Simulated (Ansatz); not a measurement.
# Ru(0001) with 2 thermally displaced layers, 2x2: scattering by thermal displacements

Aim: the resistivity of Ru at 80 K from frozen thermal displacements between perfect leads.

Method: Ansatz plane-wave DFT, PBE, PAW files; ballistic transport by layer matching (Landauer), zero bias; PAW set soft_1, in Ansatz 0.2.0.

Report form: the programs' logs are mostly left out.

## 1. Set-up

The cell holds 48 atoms: 48 Ru. Cell: a = 5.412 Å, b = 5.412 Å, c = 25.691 Å, α = 90.0°, β = 90.0°, γ = 120.0°. It derives from Ru. Regions: lead, 40 atoms (40 Ru); scattering region, 8 atoms (8 Ru). The structure is stacked along c, and the current runs across the ab planes.

## 2. With 2 displaced layers

Each atom of 2 layers is moved at random, by amounts drawn from a normal law 0.0259 Å wide in each direction from the Debye model (600 K) at 80 K. The layers about the cell's end stay perfect and serve as the lead. Disorder leaves little or no symmetry, which makes such runs dear. Energies from -0.05 to 0.05 eV in steps of 0.05 eV are too few for the program's thermal sum, so it prints no conductance; for a metal the transmission near the Fermi level serves, at a fraction of the cost.

Contents of input.yaml:

```yaml
crystal:
  lattice:
    - [5.4116, 0.0, 0.0]
    - [-2.7058, 4.6865830751, 0.0]
    - [0.0, 0.0, 25.6914]
  atoms:
    - { symbol: Ru, position: [0.1666666667, 0.3333333333, 0.0416666667] }
    - { symbol: Ru, position: [0.1666666667, 0.8333333333, 0.0416666667] }
    - { symbol: Ru, position: [0.6666666667, 0.3333333333, 0.0416666667] }
    - { symbol: Ru, position: [0.6666666667, 0.8333333333, 0.0416666667] }
    - { symbol: Ru, position: [0.3333333333, 0.1666666667, 0.125] }
    - { symbol: Ru, position: [0.3333333333, 0.6666666667, 0.125] }
    - { symbol: Ru, position: [0.8333333333, 0.1666666667, 0.125] }
    - { symbol: Ru, position: [0.8333333333, 0.6666666667, 0.125] }
[... 36 atom lines left out ...]
    - { symbol: Ru, position: [0.3333333333, 0.1666666667, 0.9583333333] }
    - { symbol: Ru, position: [0.3333333333, 0.6666666667, 0.9583333333] }
    - { symbol: Ru, position: [0.8333333333, 0.1666666667, 0.9583333333] }
    - { symbol: Ru, position: [0.8333333333, 0.6666666667, 0.9583333333] }
kpoints:
  mp_grid: { grid: [5, 5, 1] }
hamiltonian:
  xc: pbe
  pseudopotentials: { kind: paw, azcp: { folder: soft_1 } }
scf:
  occupations: { method: fermi_dirac, width: 0.1 }
output:
  transmission:
    leads: [[0, 8]]
    kmesh: [10, 10]
    e_range: [-0.05, 0.05]
    de: 0.05
  write_potential: true
  write_density: true
  volumetric_format: npy
  elf: true
```

Command:

```sh
$ ansatz run input.yaml --threads 4 --pin off --max-ram 15360MiB --backend cpu --events-out ev --progress --plain --runs-dir out
```

The job ended after 8.7 min (4 threads of Intel Xeon Platinum 8259CL at 2.50GHz (Skylake/Cascade Lake), shared host; peak memory 6.5 GiB; 31 min of CPU time).

This step gave:

* free energy: -282179.2716 eV
* energy at zero smearing: -282178.5085 eV
* Fermi energy: 23.34 eV
* cell area: 25.36 Å²
* transmission per spin nearest the Fermi level: 5.088
* open channels per spin nearest the Fermi level: 5.16
* step of the lead's potential: 1.7 meV

Per spin. Transmission, zone mean against energy, zero at the Fermi level:

```csv
energy (eV),"transmission, zone mean"
-0.0500,5.10
0.0000,5.09
0.0500,5.48
```

Per spin. Open channels, zone mean, lead against energy, zero at the Fermi level:

```csv
energy (eV),"open channels, zone mean, lead"
-0.0500,5.16
0.0000,5.16
0.0500,5.64
```

Transmission over k1 and k2. At 0.0000 eV from the Fermi level.

Values, 10 rows by 10 columns:
```
 3.9  4.0  4.9  4.9  4.9  3.9  3.9  2.9  2.0  2.8
 3.0  4.8  5.0  5.0  5.0  5.0  4.8  3.0  2.0  2.0
 3.0  4.8  5.0  6.9  8.9  6.9  5.0  4.7  3.0  2.9
 3.9  4.9  5.0  8.9 11.9 11.9  8.9  5.0  4.8  3.9
 5.9  3.9  5.0  6.9 11.9 11.9 11.9  6.9  5.0  3.9
 3.9  3.9  4.8  5.0  8.9 11.9 11.9  8.9  5.0  4.9
 3.0  2.9  3.0  4.7  5.0  6.9  8.9  6.9  5.0  4.8
 3.0  2.0  2.0  3.0  4.8  5.0  5.0  5.0  5.0  4.8
 3.9  2.8  2.0  2.9  3.9  3.9  4.9  4.9  4.9  4.0
 5.9  3.9  3.0  3.0  4.0  5.9  4.0  3.0  3.0  3.9
```
Columns: k1 (b1) from -0.5 to 0.4; rows upwards: k2 (b2) from -0.5 to 0.4.

Open channels over k1 and k2. At 0.0000 eV from the Fermi level.

Ten even steps from '_' (2.0) to '@' (12.0):
```
::::------::::..__..
..------------..____
..----++##++----....
::----##@@@@##----::
==::--++@@@@@@++--::
::::----##@@@@##----
......----++##++----
..____..------------
::..__..::::------::
==::....::==::....::
```
Columns: k1 (b1) from -0.5 to 0.4; rows upwards: k2 (b2) from -0.5 to 0.4.

ELF in the ca plane at fractional y = 0.159, with atoms of Ru within 0.2 Å of it. It is the smooth field of the valence electrons, not physical close to the nuclei.

Ten even steps from '0' (0.22) to '9' (0.60), each cell a mean:
```
10011168731200011268621100011278621100011378
21121399971221120599960211221699951221221799
21121498981221220598970221221698950221211798
10111279951210111389841210121489831110121599
12211013211013201023201012101023201023111123
24410111111025300111111024301111110035201111
13201111101013201112101013201011111023101011
10011168731100011168731111111278621100011378
21121399971221120499970221221699951221221799
21121498981221220598970221221698950221211798
10111279951210111289841210121489831110121599
12211013211013201013201112101023201023111123
24410111111025300111111034201111110035201111
13201111101013201111111023201011111023101011
```
Columns run along c (16.0 Å, from fractional 0.19 to 0.81 of the cell), rows up along a (5.4 Å). Atoms in or near the plane, at fractional coordinates: Ru at (0.29, 0.33), Ru at (0.29, 0.83), Ru at (0.46, 0.34), Ru at (0.46, 0.83), Ru at (0.62, 0.33), Ru at (0.62, 0.83), Ru at (0.79, 0.33), Ru at (0.79, 0.83).

Electrostatic potential energy in the ca plane at fractional y = 0.159, with atoms of Ru within 0.2 Å of it. With pseudopotentials it is smooth inside the atoms' cores, unlike the true potential.

Ten even steps from '0' (-71 eV) to '9' (24 eV), each cell a mean:
```
99999864479999999854589999999853589999999744
99999720048999999610159999999510169999998400
99999610048999999510049999999500169999998400
99999842369999999742379999999732489999999632
88899987899988899987899988899987899988899987
86789999999986799999999977799999999976899999
87899998999987899998999987899998999987899998
99999864479999999854579999999853589999999744
99999720048999999610159999999510169999998400
99999610048999999610049999999500169999998400
99999842369999999842379999999732489999999632
88899987899988899987899988899987899988899987
86789999999986799999999976799999999976899999
87899998999987899998999987899998999987899998
```
Columns run along c (16.0 Å, from fractional 0.19 to 0.81 of the cell; values clipped at the 3rd and 97th percentile), rows up along a (5.4 Å). Atoms in or near the plane, at fractional coordinates: Ru at (0.29, 0.33), Ru at (0.29, 0.83), Ru at (0.46, 0.34), Ru at (0.46, 0.83), Ru at (0.62, 0.33), Ru at (0.62, 0.83), Ru at (0.79, 0.33), Ru at (0.79, 0.83).

Valence density in the ca plane at fractional y = 0.159, with atoms of Ru within 0.2 Å of it. It is the smooth field of the valence electrons, not physical close to the nuclei.

Ten even steps from '0' (0 e/Å³) to '9' (11 e/Å³), each cell a mean:
```
00000013200000000013200000000023200000000023
00000158730000000158620000000268610000000278
00000159830000000169720000000279610000000389
00000024410000000035310000000134300000000134
00000000000000000000000000000000000000000000
01100000000001000000000001000000000001000000
00000000000000000000000000000000000000000000
00000013200000000013200000000023200000000023
00000158730000000158720000000268610000000278
00000159830000000169720000000279610000000389
00000024410000000024310000000134300000000134
00000000000000000000000000000000000000000000
01100000000001000000000001000000000001000000
00000000000000000000000000000000000000000000
```
Columns run along c (16.0 Å, from fractional 0.19 to 0.81 of the cell), rows up along a (5.4 Å). Atoms in or near the plane, at fractional coordinates: Ru at (0.29, 0.33), Ru at (0.29, 0.83), Ru at (0.46, 0.34), Ru at (0.46, 0.83), Ru at (0.62, 0.33), Ru at (0.62, 0.83), Ru at (0.79, 0.33), Ru at (0.79, 0.83).

Over the solved energies the transmission per spin lies between 5.09 and 5.48, out of 5.32 channels of the lead on average (up to 5.64).

## 3. With 6 displaced layers

Each atom of 6 layers is moved at random, by amounts drawn from a normal law 0.0259 Å wide in each direction from the Debye model (600 K) at 80 K. A fresh draw is used; the growth of the resistance with length is what counts.

System of this step: Ru(0001) with 6 thermally displaced layers, 2x2. The cell holds 64 atoms: 64 Ru. Its edges and angles: a = 5.412 Å, b = 5.412 Å, c = 34.255 Å, α = 90.0°, β = 90.0°, γ = 120.0°. It derives from Ru. Regions: lead, 40 atoms (40 Ru); scattering region, 24 atoms (24 Ru). The structure is stacked along c, and the current runs across the ab planes.

Contents of input.yaml:

```yaml
crystal:
  lattice:
    - [5.4116, 0.0, 0.0]
    - [-2.7058, 4.6865830751, 0.0]
    - [0.0, 0.0, 34.2552]
  atoms:
    - { symbol: Ru, position: [0.1666666667, 0.3333333333, 0.03125] }
    - { symbol: Ru, position: [0.1666666667, 0.8333333333, 0.03125] }
    - { symbol: Ru, position: [0.6666666667, 0.3333333333, 0.03125] }
    - { symbol: Ru, position: [0.6666666667, 0.8333333333, 0.03125] }
    - { symbol: Ru, position: [0.3333333333, 0.1666666667, 0.09375] }
    - { symbol: Ru, position: [0.3333333333, 0.6666666667, 0.09375] }
    - { symbol: Ru, position: [0.8333333333, 0.1666666667, 0.09375] }
    - { symbol: Ru, position: [0.8333333333, 0.6666666667, 0.09375] }
[... 52 atom lines left out ...]
    - { symbol: Ru, position: [0.3333333333, 0.1666666667, 0.96875] }
    - { symbol: Ru, position: [0.3333333333, 0.6666666667, 0.96875] }
    - { symbol: Ru, position: [0.8333333333, 0.1666666667, 0.96875] }
    - { symbol: Ru, position: [0.8333333333, 0.6666666667, 0.96875] }
kpoints:
  mp_grid: { grid: [5, 5, 1] }
hamiltonian:
  xc: pbe
  pseudopotentials: { kind: paw, azcp: { folder: soft_1 } }
scf:
  occupations: { method: fermi_dirac, width: 0.1 }
output:
  transmission:
    leads: [[0, 8]]
    kmesh: [10, 10]
    e_range: [-0.05, 0.05]
    de: 0.05
  write_potential: true
  write_density: true
  volumetric_format: npy
```

Wall time 15 min (4 threads); peak memory 10 GiB.

This step gave:

```yaml
free_energy: -376238.9534 eV
energy_at_zero_smearing: -376237.9102 eV
fermi_energy: 23.37 eV
transmission_per_spin_nearest_the_fermi_level: 4.991
open_channels_per_spin_nearest_the_fermi_level: 5.28
step_of_the_lead_s_potential: 1 meV
```

Per spin. Table of transmission, zone mean by energy, zero at the Fermi level:

```csv
energy (eV),"transmission, zone mean"
-0.0500,4.94
0.0000,4.99
0.0500,5.39
```

Over the solved energies the transmission per spin lies between 4.94 and 5.39, out of 5.5 channels of the lead on average (up to 6.06).

## 4. With 10 displaced layers

Each atom of 10 layers is moved at random, by amounts drawn from a normal law 0.0259 Å wide in each direction from the Debye model (600 K) at 80 K. A fresh draw is used; the growth of the resistance with length is what counts.

System of this step: Ru(0001) with 10 thermally displaced layers, 2x2. The cell holds 80 atoms: 80 Ru. Its edges and angles: a = 5.412 Å, b = 5.412 Å, c = 42.819 Å, α = 90.0°, β = 90.0°, γ = 120.0°. It derives from Ru. Regions: lead, 40 atoms (40 Ru); scattering region, 40 atoms (40 Ru). The structure is stacked along c, and the current runs across the ab planes.

Contents of input.yaml:

```yaml
crystal:
  lattice:
    - [5.4116, 0.0, 0.0]
    - [-2.7058, 4.6865830751, 0.0]
    - [0.0, 0.0, 42.819]
  atoms:
    - { symbol: Ru, position: [0.1666666667, 0.3333333333, 0.025] }
    - { symbol: Ru, position: [0.1666666667, 0.8333333333, 0.025] }
    - { symbol: Ru, position: [0.6666666667, 0.3333333333, 0.025] }
    - { symbol: Ru, position: [0.6666666667, 0.8333333333, 0.025] }
    - { symbol: Ru, position: [0.3333333333, 0.1666666667, 0.075] }
    - { symbol: Ru, position: [0.3333333333, 0.6666666667, 0.075] }
    - { symbol: Ru, position: [0.8333333333, 0.1666666667, 0.075] }
    - { symbol: Ru, position: [0.8333333333, 0.6666666667, 0.075] }
[... 68 atom lines left out ...]
    - { symbol: Ru, position: [0.3333333333, 0.1666666667, 0.975] }
    - { symbol: Ru, position: [0.3333333333, 0.6666666667, 0.975] }
    - { symbol: Ru, position: [0.8333333333, 0.1666666667, 0.975] }
    - { symbol: Ru, position: [0.8333333333, 0.6666666667, 0.975] }
kpoints:
  mp_grid: { grid: [5, 5, 1] }
hamiltonian:
  xc: pbe
  pseudopotentials: { kind: paw, azcp: { folder: soft_1 } }
scf:
  occupations: { method: fermi_dirac, width: 0.1 }
output:
  transmission:
    leads: [[0, 8]]
    kmesh: [10, 10]
    e_range: [-0.05, 0.05]
    de: 0.05
  write_potential: true
  write_density: true
  volumetric_format: npy
```

Elapsed: 22 min, on 4 threads; peak memory 8.5 GiB; 80 min of CPU time.

Numbers from this step:

| Quantity | Value |
| --- | --- |
| free energy | -470298.5246 eV |
| energy at zero smearing | -470297.2420 eV |
| Fermi energy | 23.36 eV |
| transmission per spin nearest the Fermi level | 4.752 |
| step of the lead's potential | 0.6 meV |

Per spin. Table of transmission, zone mean by energy, zero at the Fermi level:

```csv
energy (eV),"transmission, zone mean"
-0.0500,4.75
0.0000,4.75
0.0500,5.04
```

Over the solved energies the transmission per spin lies between 4.75 and 5.04, out of 5.44 channels of the lead on average (up to 5.88).

## 5. The fit

This step: Ansatz plane-wave DFT, PBE, PAW files; ballistic transport by layer matching (Landauer), zero bias; resistivity from the slope of the area resistance; PAW set soft_1 (Ansatz 0.2.0).

This step gave:

```
resistivity           : 3.654 µΩ cm
intercept             : -0.003420 fΩ m²
scatter about the fit : 0.001497 fΩ m²
```

Resistance, by row:

```csv
run,length (Å),T,channels N,RA (fΩ m²)
n2,4.282,5.225,5.32,0.01117
n6,12.85,5.108,5.5,0.04564
n10,21.41,4.846,5.44,0.07376
```

Area resistance against length of the displaced region:

```csv
length of the displaced region (Å),area resistance (fΩ m²)
4.28,0.0112
12.85,0.0456
21.41,0.0738
```

The area resistance goes from 0.011 to 0.074 fΩ m² between 4.3 and 21.4 Å, a slope of 3.7 µΩ cm.

By hand from the end points: (0.07376 − 0.01117) fΩ m² / (21.41 − 4.28) Å = 3.7 µΩ cm, since 1 fΩ m² per Å is 1000 µΩ cm.

## 6. Results

```
resistivity from the slope  : 3.65 µΩ cm
area resistance over 4.28 Å : 0.0112 fΩ m²
area resistance over 12.8 Å : 0.0456 fΩ m²
area resistance over 21.4 Å : 0.0738 fΩ m²
```

**Reading.** The slope gives 3.7 µΩ cm. The points scatter by 0.0015 fΩ m² about the line, with one random draw a length in a 2x2 cell, so the slope is a rough value. The mean square of the displacements drawn is 0.84, 0.86 and 0.90 of the nominal one at the three lengths; with each resistance scaled back by that, the slope is 4.0 µΩ cm, the value used below. The lead's own channel count moves between the runs (5.32, 5.5 and 5.44), which shifts RA and the slope too. Read with a model of isotropic scattering on a spherical Fermi surface and the lead's 1.6×10¹⁵ S/m², this slope means a mean free path near 136 Å; over these lengths the model's slope is 1.18 times its bulk resistivity, which would be 3.4 µΩ cm. This far under the Debye temperature the model doesn't describe a real metal: frozen displacements count zero-point motion as scattering and turn electrons through all angles, while in the metal the short-wave phonons freeze out.

[Logs are printed without paths, hosts, clocks, repeated set-up lines and the standing remarks that a program may print on its own settings, such as how far it seeks lower states.]

[Hosts, paths, dates, database ids (printed as entryN), source tags and the programs' standing remarks are cut or masked in the printed files.]
